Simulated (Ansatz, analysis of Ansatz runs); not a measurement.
# Migration in CsLi2Cl3 (Immm): V_Cl hop (3.8 Å), charge 0

Aim: the barrier of one jump in CsLi2Cl3 (Immm) at charge 0: V_Cl hop (3.8 Å). The model is a cell of 72 host atoms with 1 Cl taken out; Cl is the atom that moves.

Program: Ansatz 0.2.0. Level of theory: plane-wave PAW DFT, PBEsol; nudged elastic band between two relaxed defect structures. Results are calculated unless marked as measured.

## Step 1: Set-up

The cell holds 71 atoms: 12 Cs, 24 Li and 35 Cl. Its edges and angles: a = 13.503 Å, b = 11.191 Å, c = 12.249 Å, α = 90.0°, β = 90.0°, γ = 66.3°. It derives from CsLi2Cl3 (space group Immm). Nearest the centre at fractional (0.708, 0.375, 0.615): Li58 at 1.60 Å, Cl69 at 1.90 Å, Cs51 at 2.95 Å, Cs27 at 2.95 Å, Cl64 at 3.23 Å, Cl40 at 3.23 Å, Li55 at 3.50 Å, Li31 at 3.50 Å.

The cell's shortest repeat is 11.2 Å.

## Step 2: Relaxation of the start point, charge 0

The ends come first: from an unrelaxed start the top is counted from too high an energy, and the barrier comes out too low. Small random displacements break the symmetry of the ideal sites, so that the defect can distort if it gains by it. The cell holds an odd number of electrons, so the run is spin-polarised with the moment held at 1 μB.

Input file q0_M1.start/input.yaml:

```yaml
crystal:
  lattice:
    - [13.50322694, 0.0, 0.0]
    - [4.50107565, 10.24633985, 0.0]
    - [0.0, 0.0, 12.2489163]
  atoms:
    - { symbol: Cs, position: [0.0, 0.0, 0.5] }
    - { symbol: Cs, position: [0.08333333, 0.25, 0.0] }
    - { symbol: Cs, position: [0.16666667, 0.5, 0.5] }
    - { symbol: Cs, position: [0.25, 0.75, 0.0] }
    - { symbol: Li, position: [0.0, 0.0, 0.80716509] }
    - { symbol: Li, position: [0.08333333, 0.25, 0.30716509] }
    - { symbol: Li, position: [0.16666667, 0.5, 0.80716509] }
    - { symbol: Li, position: [0.25, 0.75, 0.30716509] }
    - { symbol: Li, position: [0.0, 0.0, 0.19283491] }
    - { symbol: Li, position: [0.08333333, 0.25, 0.69283491] }
    - { symbol: Li, position: [0.16666667, 0.5, 0.19283491] }
    - { symbol: Li, position: [0.25, 0.75, 0.69283491] }
    - { symbol: Cl, position: [0.0, 0.5, 0.27206984] }
    - { symbol: Cl, position: [0.08333333, 0.75, 0.77206984] }
    - { symbol: Cl, position: [0.16666667, 0.0, 0.27206984] }
    - { symbol: Cl, position: [0.25, 0.25, 0.77206984] }
    - { symbol: Cl, position: [0.0, 0.5, 0.72793016] }
    - { symbol: Cl, position: [0.08333333, 0.75, 0.22793016] }
    - { symbol: Cl, position: [0.16666667, 0.0, 0.72793016] }
    - { symbol: Cl, position: [0.25, 0.25, 0.22793016] }
    - { symbol: Cl, position: [0.0, 0.0, 0.0] }
    - { symbol: Cl, position: [0.08333333, 0.25, 0.5] }
    - { symbol: Cl, position: [0.16666667, 0.5, 0.0] }
    - { symbol: Cl, position: [0.25, 0.75, 0.5] }
    - { symbol: Cs, position: [0.33333333, 0.0, 0.5] }
    - { symbol: Cs, position: [0.41666667, 0.25, 0.0] }
    - { symbol: Cs, position: [0.5, 0.5, 0.5] }
    - { symbol: Cs, position: [0.58333333, 0.75, 0.0] }
    - { symbol: Li, position: [0.33333333, 0.0, 0.80716509] }
    - { symbol: Li, position: [0.41666667, 0.25, 0.30716509] }
    - { symbol: Li, position: [0.5, 0.5, 0.80716509] }
    - { symbol: Li, position: [0.58333333, 0.75, 0.30716509] }
    - { symbol: Li, position: [0.33333333, 0.0, 0.19283491] }
    - { symbol: Li, position: [0.41666667, 0.25, 0.69283491] }
    - { symbol: Li, position: [0.5, 0.5, 0.19283491] }
    - { symbol: Li, position: [0.58333333, 0.75, 0.69283491] }
    - { symbol: Cl, position: [0.33333333, 0.5, 0.27206984] }
    - { symbol: Cl, position: [0.41666667, 0.75, 0.77206984] }
    - { symbol: Cl, position: [0.5, 0.0, 0.27206984] }
    - { symbol: Cl, position: [0.58333333, 0.25, 0.77206984] }
    - { symbol: Cl, position: [0.33333333, 0.5, 0.72793016] }
    - { symbol: Cl, position: [0.41666667, 0.75, 0.22793016] }
    - { symbol: Cl, position: [0.5, 0.0, 0.72793016] }
    - { symbol: Cl, position: [0.58333333, 0.25, 0.22793016] }
    - { symbol: Cl, position: [0.33333333, 0.0, 0.0] }
    - { symbol: Cl, position: [0.41666667, 0.25, 0.5] }
    - { symbol: Cl, position: [0.5, 0.5, 0.0] }
    - { symbol: Cl, position: [0.58333333, 0.75, 0.5] }
    - { symbol: Cs, position: [0.66666667, 0.0, 0.5] }
    - { symbol: Cs, position: [0.75, 0.25, 0.0] }
    - { symbol: Cs, position: [0.83333333, 0.5, 0.5] }
    - { symbol: Cs, position: [0.91666667, 0.75, 0.0] }
    - { symbol: Li, position: [0.66666667, 0.0, 0.80716509] }
    - { symbol: Li, position: [0.75, 0.25, 0.30716509] }
    - { symbol: Li, position: [0.83333333, 0.5, 0.80716509] }
    - { symbol: Li, position: [0.91666667, 0.75, 0.30716509] }
    - { symbol: Li, position: [0.66666667, 0.0, 0.19283491] }
    - { symbol: Li, position: [0.75, 0.25, 0.69283491] }
    - { symbol: Li, position: [0.83333333, 0.5, 0.19283491] }
    - { symbol: Li, position: [0.91666667, 0.75, 0.69283491] }
    - { symbol: Cl, position: [0.66666667, 0.5, 0.27206984] }
    - { symbol: Cl, position: [0.75, 0.75, 0.77206984] }
    - { symbol: Cl, position: [0.83333333, 0.0, 0.27206984] }
    - { symbol: Cl, position: [0.91666667, 0.25, 0.77206984] }
    - { symbol: Cl, position: [0.75, 0.75, 0.22793016] }
    - { symbol: Cl, position: [0.83333333, 0.0, 0.72793016] }
    - { symbol: Cl, position: [0.91666667, 0.25, 0.22793016] }
    - { symbol: Cl, position: [0.66666667, 0.0, 0.0] }
    - { symbol: Cl, position: [0.75, 0.25, 0.5] }
    - { symbol: Cl, position: [0.83333333, 0.5, 0.0] }
    - { symbol: Cl, position: [0.91666667, 0.75, 0.5] }
basis:
  ecutwfc: 420
  xc_grid: 2
hamiltonian:
  xc: pbesol
kpoints:
  mp_grid: { grid: [1, 1, 1], shift: [0.25, 0.25, 0.25] }
magnetization:
  spin_polarized: true
  initial_magnetization: 1
  spin_locking: { lock_magnetization: hard }
scf:
  occupations: { method: fixed }
  max_iter: 100
output:
  forces: true
relax:
  f_tol: 0.02
  max_steps: 70
  random_displacement: { amplitude: 0.03, seed: 3583 }
```

Command:

```console
ansatz run input.yaml --threads 32 --pin off --max-ram 84787MiB --backend cuda --events-out ev --progress --plain --runs-dir out --max-vram 78GiB
```

Numbers of over 12 decimals in the logs are rounded to 6 here.

The program printed:

```text
[... repeated set-up lines and file paths are left out, and long positions are rounded to six places ...]
The last accepted step is kept in <dir> (removed where the run ends without a failure and the disk answers)
Engine: ansatz 0.2.0, aarch64-unknown-linux-gnu
Pseudopotentials: kind: paw
Pseudopotential: Cs, paw, valence charge 9, recommended cutoff 420 eV (normal), Cs.paw.azcp
Pseudopotential: Li, paw, valence charge 3, recommended cutoff 420 eV (normal), Li.paw.azcp
Pseudopotential: Cl, paw, valence charge 7, recommended cutoff 420 eV (normal), Cl.paw.azcp
Functional definition: PBEsol
  exchange = pbesol_x
  correlation = pbesol_c
[...]
Crystal: 71 atoms, lattice volume = 1694.744 Å³
Basis set: ecut = 420 eV, 33169 PW (Γ), exchange–correlation on 192×150×180 points (8 copies of the dense FFT grid, shifted against one another)
Bands: 284, of which v1, the nominal top of the filled ones, is band 213 counted from 1 (212 counted from 0)
Symmetry: 1 space group operations
k-points: 1
Non-local potential: Cs, projectors of the file, l = 0: 3, l = 1: 2, l = 2: 2, l = 3: 2
Non-local potential: Li, projectors of the file, l = 0: 3, l = 1: 2, l = 2: 1
Non-local potential: Cl, projectors of the file, l = 0: 2, l = 1: 2, l = 2: 2
PAW form: soft (Blöchl's): semilocal exchange-correlation on the pseudo side does not see the compensation charge
PAW frozen core: Cs, regenerated for the run's functional, and the local potential with it (the file was generated under x = pbe(κ = 0.804, μ = 0.219515), c = pbe(β = 0.066725))
PAW frozen core: Cl, regenerated for the run's functional, and the local potential with it (the file was generated under x = pbe(κ = 0.804, μ = 0.219515), c = pbe(β = 0.066725))
PAW one-centre angular grid: Cs, 194 points (default); XC on 64 Gauss nodes
PAW one-centre angular grid: Li, 110 points (default); XC on 64 Gauss nodes
PAW one-centre angular grid: Cl, 110 points (default); XC on 64 Gauss nodes
Initial density: superposition of atomic densities (chi_scale 0.1, normalization cell, long waves kept (reshape's long-wave potential 0.17 eV rms))
Starting moments: Σ|m| = 1 μB on 71 of 71 sites
Initial wavefunctions: pseudopotential atomic-orbital guess
[...]
Functional: x = pbesol(κ = 0.804, μ = 0.123457), c = pbesol(β = 0.046)
SCF iter   1: F=—  HF=-109174.574044 eV  |F-HF|=—  |Δ(HF+E_count)|=         —  Δρ=1.66e-2 (↑1.62e-2 ↓1.66e-2)  dr2=3.55e1  dr2_m=3.73e-2  M=1.000 μB ∫|m|=1.016 μB  β_m=0.30  ethr=3.10e-3  ⟨swp⟩=7.0  Hψ=1678  notcnv=0  defer=136
preconditioner: auto → Resta (q_TF=auto, 2.167 Å⁻¹)  ε∞=3.1  [insulator: Δε(μ)=1.519 eV  Ē_g=11.713 eV  n_scr=310 (ndim 8)  ℏωp=16.9 eV  f_vac=0.000  ε∞_Penn≈3.1]
spin=Collinear: Resta preconditioning applied to the charge; magnetization (m = ρ↑ − ρ↓) channel mixes plain (no charge-response kernel on spin).
SCF iter   2: F=—  HF=-109166.368802 eV  |F-HF|=—  |Δ(HF+E_count)|=    8.21e0  Δρ=1.02e-2 (↑9.87e-3 ↓1.02e-2)  dr2=1.46e1  dr2_m=2.04e-2  M=1.000 μB ∫|m|=1.019 μB  β_m=0.54  ethr=3.10e-3  ⟨swp⟩=3.0  Hψ=778  notcnv=0  defer=139
[...]
SCF iter   7: F=-109160.630400 eV  HF=-109160.630396 eV  |F-HF|=3.78e-6  |Δ(HF+E_count)|=   3.34e-5  Δρ=7.71e-6 (↑7.54e-6 ↓7.71e-6)  dr2=5.44e-6  dr2_m=3.32e-8  M=1.000 μB ∫|m|=1.021 μB  ethr=2.35e-9  ⟨swp⟩=3.0  Hψ=1925  notcnv=0
SCF 1 converged in 7 iterations: F = -109160.630400 eV  dr2 = 5.44e-6
  greatest PAW one-centre occupation: 1.000 electrons in one spin orbital (limit 2), on the Li atom at site 59 (counted from 0), in its partial waves of l = 0
relax step   1: F+E_penalty+E_count = -109160.63040024 eV  Δ(F+E_penalty+E_count) = +0.000e0 eV  max|allowed force component| = 1.710e-1 eV/Å  Δτ_max = 0.0000 Å  (7 SCF iters, dr2 threshold 1.00e-5 eV, accepted)
[... the SCF cycles and remarks between the steps are left out from here to the last step ...]
relax step   2: F+E_penalty+E_count = -109160.69119806 eV  Δ(F+E_penalty+E_count) = -6.080e-2 eV  max|allowed force component| = 9.292e-2 eV/Å  Δτ_max = 0.0547 Å  (6 SCF iters, dr2 threshold 1.83e-6 eV, accepted)
relax step   3: F+E_penalty+E_count = -109160.71650762 eV  Δ(F+E_penalty+E_count) = -2.531e-2 eV  max|allowed force component| = 1.861e-2 eV/Å  Δτ_max = 0.0649 Å  (6 SCF iters, dr2 threshold 5.40e-7 eV, accepted)
[...]
SCF 4 converged in 3 iterations: F = -109160.716508 eV  dr2 = 6.42e-9
relax step   4: F+E_penalty+E_count = -109160.71650767 eV  Δ(F+E_penalty+E_count) = -5.592e-8 eV  max|allowed force component| = 1.860e-2 eV/Å  Δτ_max = 0.0000 Å  (3 SCF iters, accepted)
SCF converged after 3 iterations
[...]
- { symbol: Cl, position: [0.250407, 0.249660, 0.772542] }
    - { symbol: Cl, position: [0.000611, 0.499671, 0.728343] }
    - { symbol: Cl, position: [0.083113, 0.750362, 0.226897] }
    - { symbol: Cl, position: [0.166456, -7.175669235858643e-6, 0.729956] }
    - { symbol: Cl, position: [0.249951, 0.249759, 0.227109] }
    - { symbol: Cl, position: [-0.001333, 0.001520, -0.000341] }
    - { symbol: Cl, position: [0.083854, 0.249489, 0.500569] }
    - { symbol: Cl, position: [0.166710, 0.500105, 0.000237] }
    - { symbol: Cl, position: [0.249495, 0.750504, 0.500514] }
    - { symbol: Cs, position: [0.333374, -0.000261, 0.499518] }
    - { symbol: Cs, position: [0.416531, 0.249821, 4.151415258031989e-5] }
    - { symbol: Cs, position: [0.499895, 0.500643, 0.500326] }
    - { symbol: Cs, position: [0.584596, 0.747083, 0.000741] }
    - { symbol: Li, position: [0.333129, 0.001213, 0.807650] }
    - { symbol: Li, position: [0.416180, 0.250388, 0.307429] }
    - { symbol: Li, position: [0.500706, 0.500340, 0.808956] }
    - { symbol: Li, position: [0.583653, 0.749398, 0.307051] }
    - { symbol: Li, position: [0.333625, -0.000801, 0.192778] }
    - { symbol: Li, position: [0.416297, 0.252358, 0.692583] }
    - { symbol: Li, position: [0.499163, 0.500030, 0.193709] }
    - { symbol: Li, position: [0.580805, 0.758653, 0.692071] }
    - { symbol: Cl, position: [0.332735, 0.500164, 0.273500] }
    - { symbol: Cl, position: [0.420393, 0.746707, 0.769705] }
    - { symbol: Cl, position: [0.500041, 8.692948055974725e-5, 0.272702] }
    - { symbol: Cl, position: [0.584066, 0.254097, 0.771408] }
    - { symbol: Cl, position: [0.333033, 0.500531, 0.728518] }
    - { symbol: Cl, position: [0.416372, 0.750086, 0.228247] }
    - { symbol: Cl, position: [0.500450, 0.001895, 0.727297] }
    - { symbol: Cl, position: [0.583010, 0.250201, 0.227884] }
    - { symbol: Cl, position: [0.334576, -0.001225, -0.000231] }
    - { symbol: Cl, position: [0.416658, 0.250037, 0.500203] }
    - { symbol: Cl, position: [0.497070, 0.500646, 0.001405] }
    - { symbol: Cl, position: [0.583821, 0.749374, 0.500153] }
    - { symbol: Cs, position: [0.666632, -0.000226, 0.497500] }
    - { symbol: Cs, position: [0.748762, 0.253172, 0.000485] }
    - { symbol: Cs, position: [0.833400, 0.499282, 0.500834] }
    - { symbol: Cs, position: [0.916616, 0.750469, -0.000407] }
    - { symbol: Li, position: [0.666315, 0.000880, 0.807619] }
    - { symbol: Li, position: [0.749699, 0.250605, 0.306909] }
    - { symbol: Li, position: [0.833066, 0.499594, 0.809006] }
    - { symbol: Li, position: [0.917044, 0.749718, 0.307316] }
    - { symbol: Li, position: [0.666652, 4.9180041364699975e-5, 0.192334] }
    - { symbol: Li, position: [0.752089, 0.242070, 0.691925] }
    - { symbol: Li, position: [0.834400, 0.499902, 0.193754] }
    - { symbol: Li, position: [0.916889, 0.747518, 0.692467] }
    - { symbol: Cl, position: [0.666745, 0.500271, 0.272459] }
    - { symbol: Cl, position: [0.749081, 0.745329, 0.770984] }
    - { symbol: Cl, position: [0.833165, 0.000214, 0.272624] }
    - { symbol: Cl, position: [0.912662, 0.253954, 0.769087] }
    - { symbol: Cl, position: [0.750201, 0.750222, 0.228015] }
    - { symbol: Cl, position: [0.832782, -0.001875, 0.727301] }
    - { symbol: Cl, position: [0.916860, 0.250061, 0.228351] }
    - { symbol: Cl, position: [0.666539, 0.000215, -0.000589] }
    - { symbol: Cl, position: [0.749204, 0.250330, 0.499968] }
    - { symbol: Cl, position: [0.836523, 0.499401, 0.001506] }
    - { symbol: Cl, position: [0.916692, 0.749937, 0.500143] }
```

It took 3.3 s on 1 × NVIDIA GB200 with 32 threads of Arm Neoverse V2, shared host; peak memory 1.6 GiB.

The steps of the relaxation:

| step | energy less that of the first step (eV) | largest force component (eV/Å) |
| --- | --- | --- |
| 1 | 0.0000 | 0.1710 |
| 2 | -0.0608 | 0.0929 |
| 3 | -0.0861 | 0.0186 |
| 4 | -0.0861 | 0.0186 |

The atoms that moved most (Å, from the sites as typed, ahead of the random displacement):

| atom | dx | dy | dz | length |
| --- | --- | --- | --- | --- |
| Li36 | 0.005 | 0.088 | -0.011 | 0.089 |
| Li58 | -0.007 | -0.082 | -0.012 | 0.083 |
| Cl64 | -0.036 | 0.040 | -0.038 | 0.066 |
| Cl62 | -0.033 | -0.048 | -0.015 | 0.061 |
| Cl38 | 0.036 | -0.034 | -0.030 | 0.058 |
| Cl40 | 0.028 | 0.041 | -0.009 | 0.051 |
| Cl70 | 0.041 | -0.007 | 0.017 | 0.044 |
| Cl47 | -0.037 | 0.006 | 0.016 | 0.040 |

Neighbours of Cl69 at the end:

| atom | distance (Å) |
| --- | --- |
| Li58 | 2.353 |
| Li54 | 2.365 |
| Cs27 | 3.405 |
| Cs51 | 3.406 |
| Cs49 | 3.409 |
| Cs1 | 3.416 |
| Cl63 | 3.785 |
| Cl61 | 3.785 |
| Cl66 | 3.799 |

Numbers from this step:

* free energy: -109160.7165 eV
* total moment: 1 μB
* integral of the absolute spin density: 1.023 μB
* spin contamination: 9.74e-4
* r.m.s. move of the farther half of the atoms: 0.01256 Å
* largest move from the ideal geometry of this structure, a common shift of the far atoms taken out: 0.09163 Å

The relaxation gained 0.086 eV and ended with a largest force component of 0.019 eV/Å.

## Step 3: Relaxation of the end point, charge 0

The end point is relaxed in the same cell and settings, so that the two energies compare. Atoms more than 3.2 Å from the middle of the hop start where the first relaxation left them, the nearer ones on or close to their ideal places, with small random displacements.

Input file q0_M1.end/input.yaml:

```yaml
crystal:
  lattice:
    - [13.50322694, 0.0, 0.0]
    - [4.50107565, 10.24633985, 0.0]
    - [0.0, 0.0, 12.2489163]
  atoms:
    - { symbol: Cs, position: [-0.00011292, 0.00028822, 0.49938842] }
    - { symbol: Cs, position: [0.084204, 0.24888906, -0.00046582] }
[... 24 atom lines left out ...]
    - { symbol: Cs, position: [0.5, 0.5, 0.5] }
[... 3 atom lines left out ...]
    - { symbol: Li, position: [0.50070084, 0.50027243, 0.80876166] }
[... 4 atom lines left out ...]
    - { symbol: Li, position: [0.58079989, 0.75858451, 0.6918766] }
[... 3 atom lines left out ...]
    - { symbol: Cl, position: [0.58406109, 0.25402924, 0.77121343] }
[... 7 atom lines left out ...]
    - { symbol: Cl, position: [0.58381636, 0.74930601, 0.49995818] }
[... 2 atom lines left out ...]
    - { symbol: Cs, position: [0.83333333, 0.5, 0.5] }
[... 2 atom lines left out ...]
    - { symbol: Li, position: [0.74969442, 0.25053694, 0.30671474] }
    - { symbol: Li, position: [0.83306147, 0.4995261, 0.80881169] }
[... 2 atom lines left out ...]
    - { symbol: Li, position: [0.75, 0.25, 0.69283491] }
[... 5 atom lines left out ...]
    - { symbol: Cl, position: [0.9126572, 0.25388576, 0.76889292] }
[... 1 atom line left out ...]
    - { symbol: Cl, position: [0.83277738, -0.00194293, 0.72710697] }
[... 2 atom lines left out ...]
    - { symbol: Cl, position: [0.666667, 0.5, 0.730055] }
[... 1 atom line left out ...]
    - { symbol: Cl, position: [0.91668732, 0.74986875, 0.49994819] }
basis:
  ecutwfc: 420
  xc_grid: 2
hamiltonian:
  xc: pbesol
kpoints:
  mp_grid: { grid: [1, 1, 1], shift: [0.25, 0.25, 0.25] }
magnetization:
  spin_polarized: true
  initial_magnetization: 1
  spin_locking: { lock_magnetization: hard }
scf:
  occupations: { method: fixed }
  max_iter: 100
output:
  forces: true
relax:
  f_tol: 0.02
  max_steps: 70
  random_displacement: { amplitude: 0.01, seed: 3583 }
```

The program printed:

```text
[...]
Crystal: 71 atoms, lattice volume = 1694.744 Å³
Basis set: ecut = 420 eV, 33169 PW (Γ), exchange–correlation on 192×150×180 points (8 copies of the dense FFT grid, shifted against one another)
Bands: 284, of which v1, the nominal top of the filled ones, is band 213 counted from 1 (212 counted from 0)
Symmetry: 1 space group operations
k-points: 1
[...]
Starting moments: Σ|m| = 1 μB on 71 of 71 sites
[...]
SCF iter   1: F=—  HF=-109174.777073 eV  |F-HF|=—  |Δ(HF+E_count)|=         —  Δρ=1.66e-2 (↑1.63e-2 ↓1.66e-2)  dr2=3.60e1  dr2_m=4.09e-2  M=1.000 μB ∫|m|=1.018 μB  β_m=0.30  ethr=3.10e-3  ⟨swp⟩=8.0  Hψ=1690  notcnv=0  defer=136
[...]
SCF iter   2: F=—  HF=-109166.509165 eV  |F-HF|=—  |Δ(HF+E_count)|=    8.27e0  Δρ=1.02e-2 (↑9.94e-3 ↓1.02e-2)  dr2=1.49e1  dr2_m=2.23e-2  M=1.000 μB ∫|m|=1.017 μB  β_m=0.55  ethr=3.10e-3  ⟨swp⟩=3.0  Hψ=789  notcnv=0  defer=138
[...]
- { symbol: Li, position: [0.416294, 0.250654, 0.307351] }
    - { symbol: Li, position: [0.500079, 0.500398, 0.807058] }
    - { symbol: Li, position: [0.583439, 0.751147, 0.307637] }
    - { symbol: Li, position: [0.333411, 3.830047765475169e-5, 0.192846] }
    - { symbol: Li, position: [0.416142, 0.250981, 0.692705] }
    - { symbol: Li, position: [0.500094, 0.500175, 0.192927] }
    - { symbol: Li, position: [0.583241, 0.751804, 0.692360] }
[...]
- { symbol: Cs, position: [0.666711, 0.003233, 0.499907] }
    - { symbol: Cs, position: [0.749893, 0.250213, -0.000265] }
    - { symbol: Cs, position: [0.833230, 0.497049, 0.500221] }
    - { symbol: Cs, position: [0.916678, 0.749679, -0.000279] }
[...]
- { symbol: Li, position: [0.666604, 0.000208, 0.192681] }
    - { symbol: Li, position: [0.749782, 0.250382, 0.690591] }
    - { symbol: Li, position: [0.833499, 0.499678, 0.192877] }
    - { symbol: Li, position: [0.916372, 0.748986, 0.692276] }
[...]
- { symbol: Cl, position: [0.666797, 0.000370, -0.000107] }
    - { symbol: Cl, position: [0.667171, 0.498654, 0.725304] }
    - { symbol: Cl, position: [0.833412, 0.499510, -8.199143455529007e-6] }
    - { symbol: Cl, position: [0.915550, 0.749922, 0.499923] }
[key lines of the parts left out:]
SCF converged after 6 iterations
```

Run time: 2.8 s. Hardware: 1 × NVIDIA GB200 with 32 threads; peak memory 1.6 GiB; 11 s of CPU time.

The steps of the relaxation:

| step | energy less that of the first step (eV) | largest force component (eV/Å) |
| --- | --- | --- |
| 1 | 0.0000 | 0.1375 |
| 2 | -0.0319 | 0.0557 |
| 3 | -0.0423 | 0.0055 |

The atoms that moved most (Å, from the sites as typed, ahead of the random displacement):

| atom | dx | dy | dz | length |
| --- | --- | --- | --- | --- |
| Li36 | 0.002 | -0.070 | 0.005 | 0.070 |
| Cl64 | 0.032 | -0.042 | 0.034 | 0.063 |
| Cl62 | 0.031 | 0.045 | 0.030 | 0.063 |
| Cl69 | 0.001 | -0.014 | -0.059 | 0.060 |
| Cl38 | -0.026 | 0.034 | 0.034 | 0.055 |
| Cs49 | 0.017 | 0.036 | 0.031 | 0.051 |
| Cl40 | -0.026 | -0.037 | 0.010 | 0.046 |
| Cl70 | -0.041 | 0.002 | -0.017 | 0.044 |

Neighbours of Cl69 at the end:

| atom | distance (Å) |
| --- | --- |
| Li55 | 2.461 |
| Li31 | 2.461 |
| Li58 | 2.579 |
| Li36 | 2.625 |
| Cl40 | 3.443 |
| Cl64 | 3.444 |
| Cl38 | 3.463 |
| Cl62 | 3.466 |

Read from the output:

* free energy: -109160.6730 eV
* total moment: 1 μB
* integral of the absolute spin density: 1.017 μB
* spin contamination: 7.35e-4
* r.m.s. move of the farther half of the atoms: 0.007463 Å
* largest move from the ideal geometry of this structure, a common shift of the far atoms taken out: 0.06157 Å

The relaxation gained 0.042 eV and ended with a largest force component of 0.0055 eV/Å. The end lies 0.044 eV above the start.

[end of part 1 of 3]

[Logs are printed without paths, hosts, clocks, repeated set-up lines and the standing remarks that a program may print on its own settings, such as how far it seeks lower states.]

[Hosts, paths, dates, database ids (printed as entryN), source tags and the programs' standing remarks are cut or masked in the printed files.]
